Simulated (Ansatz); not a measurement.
# Na on Zr(0001): change of the work function, part 3 of 5

How does Na on the hcp site change the work function of Zr(0001) as the layer fills?

Ansatz 0.2.0; plane-wave DFT, PBE, Ansatz PAW (the session's first sound run).

So far, work function, upper face (eV): step 2 (the clean slab) 4.17; step 3 (37 atoms, coverage 0.111 ML, cell 3x3) 3.14.

## Step 4: The covered slab, k-mesh 6×6×1, coverage 0.25 ML

System of this step: Na/Zr(0001). The cell holds 17 atoms: 16 Zr and 1 Na. Its edges and angles: a = 6.460 Å, b = 6.460 Å, c = 28.737 Å, α = 90.0°, β = 90.0°, γ = 60.0°. Vacuum lies along c.

Another coverage, to see how the dipoles act on each other as their distance changes.

input.yaml

```yaml
crystal:
  lattice:
    - [6.46, 0.0, 0.0]
    - [3.23, 5.5945241084, 0.0]
    - [0.0, 0.0, 28.7367962015]
  atoms:
    - { symbol: Zr, position: [0.3333333333, 0.3333333333, 0.3131873135] }
    - { symbol: Zr, position: [0.0, 0.0, 0.402713473] }
    - { symbol: Zr, position: [0.3333333333, 0.3333333333, 0.4956772427] }
    - { symbol: Zr, position: [0.0, 0.0, 0.5804499146] }
    - { symbol: Zr, position: [0.3333333333, 0.8333333333, 0.3131873135] }
    - { symbol: Zr, position: [0.0, 0.5, 0.402713473] }
    - { symbol: Zr, position: [0.3333333333, 0.8333333333, 0.4956772427] }
    - { symbol: Zr, position: [0.0, 0.5, 0.5804499146] }
    - { symbol: Zr, position: [0.8333333333, 0.3333333333, 0.3131873135] }
    - { symbol: Zr, position: [0.5, 0.0, 0.402713473] }
    - { symbol: Zr, position: [0.8333333333, 0.3333333333, 0.4956772427] }
    - { symbol: Zr, position: [0.5, 0.0, 0.5804499146] }
    - { symbol: Zr, position: [0.8333333333, 0.8333333333, 0.3131873135] }
    - { symbol: Zr, position: [0.5, 0.5, 0.402713473] }
    - { symbol: Zr, position: [0.8333333333, 0.8333333333, 0.4956772427] }
    - { symbol: Zr, position: [0.5, 0.5, 0.5804499146] }
    - { symbol: Na, position: [0.3333333333, 0.3333333333, 0.6868126865] }
kpoints:
  mp_grid: { grid: [6, 6, 1] }
hamiltonian:
  xc: pbe
scf:
  occupations: { method: fermi_dirac, width: 0.1 }
  convergence: { dr2_threshold: 1.0e-08 }
efield:
  axis: 3
  dipole_correction: true
  ramp_position: 0.97
  ramp_width: 0.06
relax:
  f_tol: 0.02
  max_steps: 60
  constraints: [{ sites: [0, 1, 4, 5, 8, 9, 12, 13] }]
output:
  bader: true
  dos: { projected: true, e_range: [-8, 4] }
  write_potential: true
  write_density: true
  volumetric_format: npy
  elf: true
```

The run is started by

```
> ansatz run input.yaml --threads 4 --pin off --max-ram 12288MiB --backend cpu --events-out ev --progress --plain --runs-dir out
```

Numbers of over 12 decimals in the logs are rounded to 6 here.

The program printed:

```text
[...]
Crystal: 17 atoms, lattice volume = 1038.566 Å³
Basis set: ecut = 420 eV, 20305 PW (Γ), exchange–correlation on 90×90×400 points (8 copies of the dense FFT grid, shifted against one another)
Bands: 121, of which v1, the nominal top of the filled ones, is band 101 counted from 1 (100 counted from 0)
Symmetry: 6 space group operations
[...]
k-points: 7 of 36 (time reversal used)
[...]
SCF iter   1: F=—  HF=-68421.473668 eV  |F-HF|=—  |Δ(HF+E_count)|=         —  Δρ=4.61e-3  dr2=2.25e0  ethr=1.77e-3  p=0.579 e·Å  D=1.01e-1 V/Å  ΔV_dip=-2.90 eV  dr2_dipole=9.85e-1  V_vac-E_F(+/−)=1.23/4.13 eV  ⟨swp⟩=10.3  Hψ=3941  notcnv=0
[...]
SCF iter  10: F=-68421.326674 eV  HF=-68421.326674 eV  |F-HF|=1.00e-9  |Δ(HF+E_count)|=   2.66e-8  Δρ=4.87e-7  dr2=6.93e-9  ethr=4.98e-12  p=0.407 e·Å  D=7.09e-2 V/Å  ΔV_dip=-2.04 eV  dr2_dipole=1.41e-10  V_vac-E_F(+/−)=2.15/4.19 eV  ⟨swp⟩=11.6  Hψ=6443  notcnv=0
SCF 1 converged in 10 iterations: F = -68421.326674 eV  dr2 = 6.93e-9
[...]
relax step   1: F+E_penalty+E_count = -68421.32667404 eV  Δ(F+E_penalty+E_count) = +0.000e0 eV  max|allowed force component| = 4.753e-1 eV/Å  Δτ_max = 0.0000 Å  (10 SCF iters, accepted)
[...]
SCF iter   9: F=-68421.354178 eV  HF=-68421.354178 eV  |F-HF|=1.44e-9  |Δ(HF+E_count)|=   1.18e-8  Δρ=4.33e-7  dr2=5.18e-9  ethr=4.98e-12  p=0.387 e·Å  D=6.74e-2 V/Å  ΔV_dip=-1.94 eV  dr2_dipole=3.33e-10  V_vac-E_F(+/−)=2.25/4.19 eV  ⟨swp⟩=12.4  Hψ=6783  notcnv=0
SCF 2 converged in 9 iterations: F = -68421.354178 eV  dr2 = 5.18e-9
relax step   2: F+E_penalty+E_count = -68421.35417757 eV  Δ(F+E_penalty+E_count) = -2.750e-2 eV  max|allowed force component| = 3.329e-1 eV/Å  Δτ_max = 0.1834 Å  (9 SCF iters, accepted)
SCF iter   1: F=—  HF=-68421.392785 eV  |F-HF|=—  |Δ(HF+E_count)|=         —  Δρ=1.06e-3  dr2=9.97e-2  ethr=8.76e-4  p=0.387 e·Å  D=6.74e-2 V/Å  ΔV_dip=-1.94 eV  dr2_dipole=5.21e-3  V_vac-E_F(+/−)=2.26/4.19 eV  ⟨swp⟩=3.4  Hψ=1349  notcnv=0
[...]
SCF iter   9: F=-68421.385654 eV  HF=-68421.385654 eV  |F-HF|=3.06e-10  |Δ(HF+E_count)|=   5.54e-9  Δρ=2.96e-7  dr2=2.14e-9  ethr=4.98e-12  p=0.378 e·Å  D=6.59e-2 V/Å  ΔV_dip=-1.89 eV  dr2_dipole=1.78e-12  V_vac-E_F(+/−)=2.30/4.19 eV  ⟨swp⟩=10.7  Hψ=6488  notcnv=0
SCF 3 converged in 9 iterations: F = -68421.385654 eV  dr2 = 2.14e-9
relax step   3: F+E_penalty+E_count = -68421.38565382 eV  Δ(F+E_penalty+E_count) = -3.148e-2 eV  max|allowed force component| = 9.621e-2 eV/Å  Δτ_max = 0.0909 Å  (9 SCF iters, accepted)
[...]
relax step   4: F+E_penalty+E_count = -68421.38859520 eV  Δ(F+E_penalty+E_count) = -2.941e-3 eV  max|allowed force component| = 3.846e-2 eV/Å  Δτ_max = 0.0321 Å  (8 SCF iters, accepted)
[...]
relax step   5: F+E_penalty+E_count = -68421.38875086 eV  Δ(F+E_penalty+E_count) = -1.557e-4 eV  max|allowed force component| = 3.106e-2 eV/Å  Δτ_max = 0.0269 Å  (8 SCF iters, accepted)
SCF iter   1: F=—  HF=-68421.391488 eV  |F-HF|=—  |Δ(HF+E_count)|=         —  Δρ=4.63e-4  dr2=3.51e-2  ethr=8.33e-5  p=0.371 e·Å  D=6.46e-2 V/Å  ΔV_dip=-1.86 eV  dr2_dipole=4.28e-3  V_vac-E_F(+/−)=2.33/4.19 eV  ⟨swp⟩=2.0  Hψ=1279  notcnv=0
[...]
SCF iter   7: F=-68421.389345 eV  HF=-68421.389345 eV  |F-HF|=2.43e-9  |Δ(HF+E_count)|=   2.56e-8  Δρ=4.63e-7  dr2=5.59e-9  ethr=4.98e-12  p=0.371 e·Å  D=6.46e-2 V/Å  ΔV_dip=-1.86 eV  dr2_dipole=1.60e-10  V_vac-E_F(+/−)=2.33/4.19 eV  ⟨swp⟩=11.3  Hψ=6630  notcnv=0
SCF 6 converged in 7 iterations: F = -68421.389345 eV  dr2 = 5.59e-9
relax step   6: F+E_penalty+E_count = -68421.38934525 eV  Δ(F+E_penalty+E_count) = -5.944e-4 eV  max|allowed force component| = 2.436e-3 eV/Å  Δτ_max = 0.0131 Å  (7 SCF iters, accepted)
[...]
SCF converged after 7 iterations
Free energy (F): -68421.389345 eV
[...]
Internal energy: -68420.521581 eV  (E = F + TS)
E sigma→0 (E₀):  -68420.955463 eV
Entropy (-TS):   -0.867765 eV (-51.045 meV/atom)
Fermi energy:    3.166819 eV
Dipole field:    D = 0.064561 V/Å  (p = 0.370544 e·Å, saw-weighted, corrected)
Work function:   Φ+ = 2.3340 eV   Φ− = 4.1892 eV
[...]
--- Forces (eV/Å), atoms counted from 1 ---
  atom   1  Zr     0.00000000    -0.00000000     0.41458615
  atom   2  Zr    -0.00000000     0.00000000    -0.33336339
  atom   3  Zr    -0.00000000    -0.00000000     0.00231710
  atom   4  Zr     0.00000000     0.00000000     0.00112708
  atom   5  Zr     0.00520219    -0.00300348     0.43115676
  atom   6  Zr    -0.02112929     0.01219900    -0.45732902
  atom   7  Zr     0.00110193    -0.00063620    -0.00006182
  atom   8  Zr     0.00005158    -0.00002978    -0.00243618
  atom   9  Zr     0.00000000     0.00600697     0.43115676
  atom  10  Zr    -0.00000000    -0.02439801    -0.45732902
  atom  11  Zr    -0.00000000     0.00127240    -0.00006182
  atom  12  Zr     0.00000000     0.00005956    -0.00243618
  atom  13  Zr    -0.00520219    -0.00300348     0.43115676
  atom  14  Zr     0.02112929     0.01219900    -0.45732902
  atom  15  Zr    -0.00110193    -0.00063620    -0.00006182
  atom  16  Zr    -0.00005158    -0.00002978    -0.00243618
  atom  17  Na    -0.00000000    -0.00000000     0.00130971
  max |Σ_I F_I| component: 3.41e-5 eV/Å
--- Band table (eV; the first three rows and the last of 7) ---
  k-point 0: bands = [... 97 lower, 3.2135, 3.6561, 3.7550, 3.8426, 3.8426, 3.8811, 3.9703, 3.9703, ... 16 higher]
  k-point 1: bands = [... 97 lower, 3.2008, 3.4932, 3.5172, 3.6161, 3.6324, 3.6730, 3.7922, 3.8186, ... 16 higher]
  k-point 2: bands = [... 97 lower, 3.0372, 3.1045, 3.1875, 3.1967, 3.2278, 3.2997, 3.3975, 3.5200, ... 16 higher]
  k-point 6: bands = [... 97 lower, 2.6703, 2.6888, 2.7170, 2.7278, 2.7519, 3.2107, 3.2354, 3.2593, ... 16 higher]
--- Relaxed structure (6 steps of the walk, 6 accepted, 0 SCFs on fresh bases) ---
  F+E_penalty+E_count = -68421.38934525 eV   max|allowed force component| = 2.436e-3 eV/Å
  atoms:
    - { symbol: Zr, position: [0.333333, 0.333333, 0.3131873135] }
[...]
- { symbol: Zr, position: [0.333333, 0.333333, 0.493895] }
    - { symbol: Zr, position: [1.8955418070775818e-17, 1.632680918509386e-17, 0.584442] }
    - { symbol: Zr, position: [0.333333, 0.833333, 0.3131873135] }
    - { symbol: Zr, position: [0.0, 0.5, 0.402713473] }
    - { symbol: Zr, position: [0.329453, 0.835274, 0.495602] }
    - { symbol: Zr, position: [0.00225957, 0.498870, 0.580388] }
    - { symbol: Zr, position: [0.833333, 0.333333, 0.3131873135] }
    - { symbol: Zr, position: [0.5, 1.632680918509386e-17, 0.402713473] }
    - { symbol: Zr, position: [0.835274, 0.329453, 0.495602] }
    - { symbol: Zr, position: [0.498870, 0.00225957, 0.580388] }
    - { symbol: Zr, position: [0.833333, 0.833333, 0.3131873135] }
    - { symbol: Zr, position: [0.500000, 0.5, 0.402713473] }
    - { symbol: Zr, position: [0.835274, 0.835274, 0.495602] }
    - { symbol: Zr, position: [0.498870, 0.498870, 0.580388] }
    - { symbol: Na, position: [0.333333, 0.333333, 0.680415] }
--- Bader charges: 17 sites ---
  site symbol  charge [e]  shift [e] shared [e]
     0     Zr     -0.0656     0.0000    -0.0656
     1     Zr      0.0285     0.0000     0.0264
     2     Zr      0.0796     0.0000     0.0768
     3     Zr     -0.0711     0.0000    -0.0851
     4     Zr     -0.0635     0.0000    -0.0635
     5     Zr      0.0715     0.0000     0.0715
     6     Zr      0.1266     0.0000     0.1197
     7     Zr     -0.3188     0.0001    -0.3197
     8     Zr     -0.0635     0.0000    -0.0635
     9     Zr      0.0715     0.0000     0.0715
    10     Zr      0.1266     0.0000     0.1197
    11     Zr     -0.3187     0.0001    -0.3195
    12     Zr     -0.0635     0.0000    -0.0635
    13     Zr      0.0716     0.0000     0.0716
    14     Zr      0.1266     0.0000     0.1197
    15     Zr     -0.3187     0.0001    -0.3195
    16     Na      0.6229     0.0003     0.6229
  maxima off the nuclei: 2, with 0.0421 electrons
[...]
charge, to which what the maxima have on the atom's side is counted
  estimated error of the sums over rays = 6.6e-4 e
```

Elapsed: 2.9 min, on 4 threads of Intel Xeon Platinum 8375C at 2.90GHz (Ice Lake), shared host; peak memory 3 GiB.

The steps of the relaxation:

```
step  energy less that of the first step (eV)  largest force component (eV/Å)
   1                                   0.0000                          0.4753
   2                                  -0.0275                          0.3329
   3                                  -0.0590                          0.0962
   4                                  -0.0619                          0.0385
   5                                  -0.0621                          0.0311
   6                                  -0.0627                          0.0024
```

The run keeps the 6 symmetry operations that it works with, so distortions that break them were not tested.

The atoms that moved most (Å):

```
atom      dx      dy      dz  length
Na17   0.000   0.000  -0.184   0.184
 Zr4   0.000   0.000   0.115   0.115
 Zr3   0.000   0.000  -0.051   0.051
Zr15   0.019   0.011  -0.002   0.022
 Zr7  -0.019   0.011  -0.002   0.022
Zr11   0.000  -0.022  -0.002   0.022
Zr12   0.000   0.013  -0.002   0.013
 Zr8   0.011  -0.006  -0.002   0.013
```

Numbers from this step:

```
energy at zero smearing        : -68420.9555 eV
work function, upper face      : 2.334 eV
work function, lower face      : 4.189 eV
dipole along the normal        : 0.3705 e·Å
step between the vacuum levels : -1.855 eV
```

Running mean over 2.573 Å of the planar mean; the ramp of the sawtooth is left out. Electron's electrostatic potential energy less the Fermi level against z:

```
z (Å)  electron's electrostatic potential energy less the Fermi level (eV)
    4                                                                 4.19
    5                                                                 4.16
    6                                                                 3.93
    7                                                                 2.14
    8                                                                -5.12
    9                                                                -8.44
   10                                                                -8.31
   11                                                                -8.28
   12                                                                -8.17
   13                                                                -7.72
   14                                                                -8.27
   15                                                                -8.83
   16                                                                -8.84
   17                                                                -8.14
   18                                                                -3.11
   19                                                                 1.37
   20                                                                 1.59
   21                                                                 1.95
   22                                                                 2.28
   23                                                                 2.32
   24                                                                 2.33
   25                                                                 2.33
```

The density of states has structure finer than the step of the table below, so its rows give means over 0.2 eV, whole bins alone (the curve runs from -8 to 0.99 eV). Peaks (eV: height): -1.92: 33.2, -0.87: 33.3, -0.75: 63.7, -0.06: 43.4, 0.27: 41.0, 0.84: 69.5, 0.93: 42.6.

The density of states by energy, zero at the Fermi level; means over each step:

```
energy (eV)  density of states (states/eV a cell)
       -5.4                                     0
       -5.2                                 0.371
       -5.0                                  1.13
       -4.8                                  1.14
       -4.6                                  1.22
       -4.4                                  1.49
       -4.2                                  2.49
       -4.0                                  3.34
       -3.8                                  2.59
       -3.6                                  2.72
       -3.4                                  4.06
       -3.2                                  7.31
       -3.0                                  3.09
       -2.8                                  12.9
       -2.6                                  14.1
       -2.4                                  18.7
       -2.2                                  19.6
       -2.0                                  23.7
       -1.8                                  18.2
       -1.6                                  13.6
       -1.4                                  17.8
       -1.2                                  21.2
       -1.0                                  20.8
       -0.8                                  39.8
       -0.6                                  12.8
       -0.4                                  14.9
       -0.2                                  24.2
        0.0                                  29.9
        0.2                                  24.6
        0.4                                  27.9
        0.6                                  28.0
        0.8                                  36.5
```

Projected DOS per atom over height of the atomic layer and energy from the Fermi level. Layers: Zr4 Zr4 Zr4 Zr4 Na from below.

Ten even steps from '_' (0.00 states/eV) to '@' (2.32 states/eV), each cell a mean:
```
%%##%%@@..
@@++++%%__
@@++==##__
++--::==..
########--
++==++**..
======--__
++****++__
--++++--__
..::::::__
........__
__________
__________
__________
__________
__________
__________
__________
__________
__________
__________
__________
```
Columns: height of the atomic layer (Å) from 9 to 19.6 (not evenly spaced); rows upwards: energy from the Fermi level (eV) from -7.96 to 0.945.

ELF in the ca plane at fractional y = 0.329, with atoms of Zr and Na within 0.2 Å of it. It is the smooth field of the valence electrons, not physical close to the nuclei.

Ten even steps from '0' (0.00) to '9' (0.78), each cell a mean:
```
24432234226884234322234544322100000000000000
24776665259889436754455543211000000000000000
35998885279349537987666543211000000000000000
25776665259889436765555543211000000000000000
24432234226885234322234544321100000000000000
33223223422222332232224555432211000000000000
53135422543234532354224554222221100000000000
43234322432223432343225531000112210000000000
23322223323542233222245301210002221000000000
24544454248996235433465126762001321000000000
35887775379479447865675156474001222100000000
35888885379469448876675156475001222100000000
24654454249997235533465126762001321000000000
23322223324552233222245301210002221000000000
43224313432223432343225530000012210000000000
53135422553234532354224654222222100000000000
33223213422222332232224555432211000000000000
```
Columns run along c (16.0 Å, from fractional 0.35 to 0.91 of the cell), rows up along a (6.5 Å). Atoms in or near the plane, at fractional coordinates: Zr at (0.49, 0.33), Zr at (0.50, 0.84), Na at (0.68, 0.33).

Electrostatic potential energy in the ca plane at fractional y = 0.329, with atoms of Zr and Na within 0.2 Å of it. With pseudopotentials it is smooth inside the atoms' cores, unlike the true potential.

Ten even steps from '0' (-48 eV) to '9' (7 eV), each cell a mean:
```
89988899975336899888999999999999999999999999
79999999861002789999999999999999999999999999
79999999840000689999999999999999999999999999
79999999851002689999999999999999999999999999
89988899975336899888999999999999999999999999
99877789998778998777899999999999999999999999
99876689999999998767899999999999999999999999
99876789998889998767899999999999999999999999
99887889987667898878899998889999999999999999
89999999862014799989999985468999999999999999
79999999840001699999999960027899999999999999
79999999840001689999999960027899999999999999
89999999862014799999999985368999999999999999
89988889986567898888899998889999999999999999
99876789998889998767899999999999999999999999
99876689999999998767899999999999999999999999
99877789998788998777899999999999999999999999
```
Columns run along c (16.0 Å, from fractional 0.35 to 0.91 of the cell; values clipped at the 3rd and 97th percentile), rows up along a (6.5 Å). Atoms in or near the plane, at fractional coordinates: Zr at (0.49, 0.33), Zr at (0.50, 0.84), Na at (0.68, 0.33).

Valence density in the ca plane at fractional y = 0.329, with atoms of Zr and Na within 0.2 Å of it. It is the smooth field of the valence electrons, not physical close to the nuclei.

Ten steps, logarithmic in the rise over the least value, from '0' (0 e/Å³) to '9' (15 e/Å³), each cell a mean:
```
11112111124553211221100000000000000000000000
21111111246775311111100000000000000000000000
31111111246676321111100000000000000000000000
21111111246775311111100000000000000000000000
11112111124553211121100000000000000000000000
11122211112222111222110000000000000000000000
11223321111111112333210000000000000000000000
11123321111111112233210000000000000000000000
11122211123332111222110001110000000000000000
21111111135664211111110025641000000000000000
21111111246776321111111148973000000000000000
21111111246676321111111149983000000000000000
21111111135664211111110026741000000000000000
11122211123432111222110001110000000000000000
11123221111111112232110000000000000000000000
11233321111111112333210000000000000000000000
11122211112221111232110000000000000000000000
```
Columns run along c (16.0 Å, from fractional 0.35 to 0.91 of the cell), rows up along a (6.5 Å). Atoms in or near the plane, at fractional coordinates: Zr at (0.49, 0.33), Zr at (0.50, 0.84), Na at (0.68, 0.33).

The relaxation took 6 steps and lowered the energy by 0.063 eV; the largest force on the free atoms ends at 0.0024 eV/Å.

By hand: a sheet of dipoles makes a step −p/(ε₀A) in the electron's potential. With e/ε₀ = 180.95 V·Å, p = 0.3705 e·Å and A = 36.14 Å², that is −180.95 × (0.3705) / 36.14 = -1.855 eV, and the two vacuum levels of the run differ by -1.855 eV.

The covered face has 2.33 eV, -1.83 eV against the clean one; the bare back face has moved by +0.01 eV, a measure of how thin the slab is.

## Step 5: Work function against coverage

This step: plane-wave DFT, PBE, Ansatz PAW; work function against coverage (Ansatz 0.2.0).

The runs are now put side by side.

Numbers from this step:

```yaml
work_function_of_the_clean_face: 4.166 eV
largest_change_of_the_work_function: -1.832 eV
```

Work function of the covered face against coverage:

```
coverage (adsorbates/nm²)  work function of the covered face (eV)
                     0.00                                    4.17
                     1.23                                    3.14
                     2.77                                    2.33
```

The dipole per adsorbate comes from the change of the cell's dipole. Coverage, by row:

```
coverage (1/nm²)  coverage (ML)  work function (eV)  change (eV)  dipole per adsorbate, positive end outwards (debye)  mean height of the added atoms over the highest substrate atom (Å)
            1.23         0.1111               3.137       -1.029                                                2.239                                                               2.816
           2.767           0.25               2.334       -1.832                                                1.764                                                               2.758
```

[end of part 3 of 5]

[Logs are printed without paths, hosts, clocks, repeated set-up lines and the standing remarks that a program may print on its own settings, such as how far it seeks lower states.]

[Hosts, paths, dates, database ids (printed as entryN), source tags and the programs' standing remarks are cut or masked in the printed files.]

[Maps of the electrostatic potential energy from Ansatz leave out the sawtooth potential of an applied field or a dipole correction, so their vacuum need not be flat; planar profiles and work functions include it.]

[The density of states shown here was stored with 400 of the rows of the run's finer table, so its peaks can read low, often by over a quarter, or be missed, and its means over a window can be off by a tenth or more.]
